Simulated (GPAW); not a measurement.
# linear W chain, spacing 2.521 A: cost and accuracy of the functional, part 2 of 2

How far do the magnetic results of linear W chain, spacing 2.521 A hang on the functional?

GPAW 26.7.0; several functionals; plane waves with GPAW's PAW setups, scalar-relativistic.

So far, largest moment (μB): step 2 (rung 1 (LDA), start ferro +) 0.241; step 4 (rung 2 (PBE), start ferro +) 0.288; step 5 (rung 2 (PBE), start antiferro q=(0,0,1/2) +-) 2.14; step 6 (rung 3 (revPBE), start ferro +) 0.629; step 7 (rung 3 (revPBE), start antiferro q=(0,0,1/2) +-) 2.22.

### Step 8. Set 4 (RPBE), start ferro +

Level of this step: RPBE; plane waves with GPAW's PAW setups, scalar-relativistic (GPAW).

order1.py

```python
import json
import numpy as np
from ase import Atoms
from ase.parallel import paropen, parprint
from gpaw import GPAW

atoms = Atoms(['W'],
    cell=[[12.0, 0.0, 0.0],
         [0.0, 12.0, 0.0],
         [0.0, 0.0, 2.521]],
    scaled_positions=[[0.5, 0.5, 0.0]],
    pbc=True,
    magmoms=[1.0])
atoms.calc = GPAW(mode={'name': 'pw', 'ecut': 600},
    xc='RPBE',
    kpts={'size': (1, 1, 10), 'gamma': True},
    occupations={'name': 'fermi-dirac', 'width': 0.05},
    convergence={'density': 1e-06, 'energy': 1e-05},
    maxiter=200,
    symmetry={'tolerance': 1e-4},
    txt='order1.txt')
e = atoms.get_potential_energy(force_consistent=True)
res = {'free_energy': e, 'energy_sigma0': atoms.get_potential_energy(), 'fermi_energy': atoms.calc.get_fermi_level()}
res['moments'] = atoms.get_magnetic_moments().tolist()
res['total'] = atoms.get_magnetic_moment()
parprint('site moments (muB):', np.round(res['moments'], 3))
parprint(f"total moment: {res['total']:.3f} muB")
parprint(f'free energy: {e:.6f} eV')
atoms.calc.write('order1.gpw')
with paropen('results.json', 'w') as f:
    json.dump(res, f)
```

Launch:

```
> OMP_NUM_THREADS=1 python3 order1.py > order1.log
```

The log of the run:

```text
site moments (muB): [0.606]
total moment: 0.918 muB
free energy: -5.197283 eV

--- order1.txt ---
Input parameters:
  mode=PW(ecut=600),
  convergence={'density': 1e-06, 'energy': 1e-05},
  kpts=MonkhorstPack(size=(1, 1, 10), gamma=True),
  maxiter=200,
  occupations=Occupations(name='fermi-dirac', width=0.05),
  symmetry=Symmetry(tolerance=0.0001),
  xc=XC(name='RPBE')

Diagonalizing LCAO Hamiltonian
[...]
|          3 |       -40.987 |     1.000 |       -40.778 |     1.000 |
|          4 |        -8.357 |     1.000 |        -8.188 |     1.000 |
[...]
|          9 |        -2.014 |     0.000 |        -1.705 |     0.000 |
|         10 |        -0.073 |     0.000 |         0.406 |     0.000 |
|         11 |        -0.073 |     0.000 |         0.406 |     0.000 |
|         12 |         0.379 |     0.000 |         0.419 |     0.000 |

No gap
No difference between direct/indirect transitions


[key lines of the parts left out:]
Free energy:      -5.197283
Converged in 27 steps
dipole moment: (0.000012, 0.000012, -9.373420)  # |e|*Ang
Fermi level: -3.712
```

It took 1.8 min on 1 MPI rank of Intel Xeon Platinum 8375C at 2.90GHz (Ice Lake), shared host; peak memory 0.37 GiB.

Numbers from this step:

| Property | Result |
| --- | --- |
| magnetization | 0.9182 μB |
| final state | ferromagnetic |
| largest moment | 0.6061 μB |

The largest moment moves by -0.02 μB from set 3, at 1.2 times its CPU time.

### Step 9. Set 4 (RPBE), start antiferro q=(0,0,1/2) +-

order2.py

```python
import json
import numpy as np
from ase import Atoms
from ase.parallel import paropen, parprint
from gpaw import GPAW

atoms = Atoms(['W', 'W'],
    cell=[[12.0, 0.0, 0.0],
         [0.0, 12.0, 0.0],
         [0.0, 0.0, 5.042]],
    scaled_positions=[[0.5, 0.5, 0.0],
         [0.5, 0.5, 0.5]],
    pbc=True,
    magmoms=[1.0, -1.0])
atoms.calc = GPAW(mode={'name': 'pw', 'ecut': 600},
    xc='RPBE',
    kpts={'size': (1, 1, 5), 'gamma': True},
    occupations={'name': 'fermi-dirac', 'width': 0.05},
    convergence={'density': 1e-06, 'energy': 1e-05},
    maxiter=200,
    symmetry={'tolerance': 1e-4},
    txt='order2.txt')
e = atoms.get_potential_energy(force_consistent=True)
res = {'free_energy': e, 'energy_sigma0': atoms.get_potential_energy(), 'fermi_energy': atoms.calc.get_fermi_level()}
res['moments'] = atoms.get_magnetic_moments().tolist()
res['total'] = atoms.get_magnetic_moment()
parprint('site moments (muB):', np.round(res['moments'], 3))
parprint(f"total moment: {res['total']:.3f} muB")
parprint(f'free energy: {e:.6f} eV')
atoms.calc.write('order2.gpw')
with paropen('results.json', 'w') as f:
    json.dump(res, f)
```

Launch:

```
> OMP_NUM_THREADS=1 python3 order2.py > order2.log
```

The log of the run:

```text
site moments (muB): [ 2.229 -2.229]
total moment: 0.000 muB
free energy: -11.550960 eV

--- order2.txt ---
Input parameters:
  mode=PW(ecut=600),
  convergence={'density': 1e-06, 'energy': 1e-05},
  kpts=MonkhorstPack(size=(1, 1, 5), gamma=True),
  maxiter=200,
  occupations=Occupations(name='fermi-dirac', width=0.05),
  symmetry=Symmetry(tolerance=0.0001),
  xc=XC(name='RPBE')

Diagonalizing LCAO Hamiltonian
[...]
|         17 |        -0.800 |     0.000 |        -0.800 |     0.000 |
|         18 |        -0.799 |     0.000 |        -0.799 |     0.000 |
|         19 |         1.150 |     0.000 |         1.150 |     0.000 |
|         20 |         1.150 |     0.000 |         1.150 |     0.000 |

Gap: 0.762 eV
Transition (v -> c):
  (s=1, k=2, n=13, [0.00, 0.00, 0.40]) -> (s=0, k=2, n=14, [0.00, 0.00, 0.40])
No difference between direct/indirect transitions


[key lines of the parts left out:]
Free energy:     -11.550960
Converged in 20 steps
dipole moment: (0.000024, 0.000024, -18.643600)  # |e|*Ang
Fermi level: -3.345
```

It took 2.2 min on 1 MPI rank; peak memory 0.59 GiB.

This step gave:

- magnetization: 0 μB
- final state: antiferromagnetic
- largest moment: 2.229 μB

This start lies -578.2 meV a seeded atom from the first, a change of -25.7 meV since set 3; its largest moment is 2.23 μB.

### Step 10. The sets together

List, by row:

```
set  functional  state from the first start  state from the second start  second less first (meV a seeded atom)  moment, first (μB)  moment, second (μB)  CPU time (s)
   1         LDA               ferromagnetic            antiferromagnetic                                 -126.3              0.2413                1.844         222.6
   2         PBE               ferromagnetic            antiferromagnetic                                 -426.1              0.2883                2.144         270.8
   3      revPBE               ferromagnetic            antiferromagnetic                                 -552.5              0.6294                2.216         260.2
   4        RPBE               ferromagnetic            antiferromagnetic                                 -578.2              0.6061                2.229         244.7
```

### Step 11. Outcome

```yaml
range_of_the_moment_in_the_table_second_start: 1.84 to 2.23 μB
range_of_cpu_time: 3.7 min to 4.5 min
range_of_the_energy_difference: -578 to -126 meV a seeded atom
```

In words: For the second start the functionals give moments from 1.84 to 2.23 μB and energy differences from -578 to -126 meV a seeded atom, a spread that no finer setting would remove; all use the same cell, so differences in their own lattice constants don't enter. The second start ends lower on every set of the table. The other start's moment moves more, from 0.24 to 0.629 μB.

[Long decimals in the printed logs are rounded to 6 places.]

[Logs and program files are shortened in this print: banners, set-up blocks, solver, clock and traceback lines can be left out without a mark of their own.]

[Logs are printed without paths, hosts, clocks, repeated set-up lines and the standing remarks that a program may print on its own settings, such as how far it seeks lower states.]

[Hosts, paths, dates, database ids (printed as entryN), source tags and the programs' standing remarks are cut or masked in the printed files.]

[Where the starting crystal was built by hand or by swapping elements, it need not be the compound's stable phase.]

[Where a cell is said to come from a database of computed structures, the database is the Materials Project.]

[Runs that the program refused, that were killed for memory or that had too few empty states are not shown or counted.]

[Lattice constants of own cells that a recipe calls measured were typed without a cited source.]
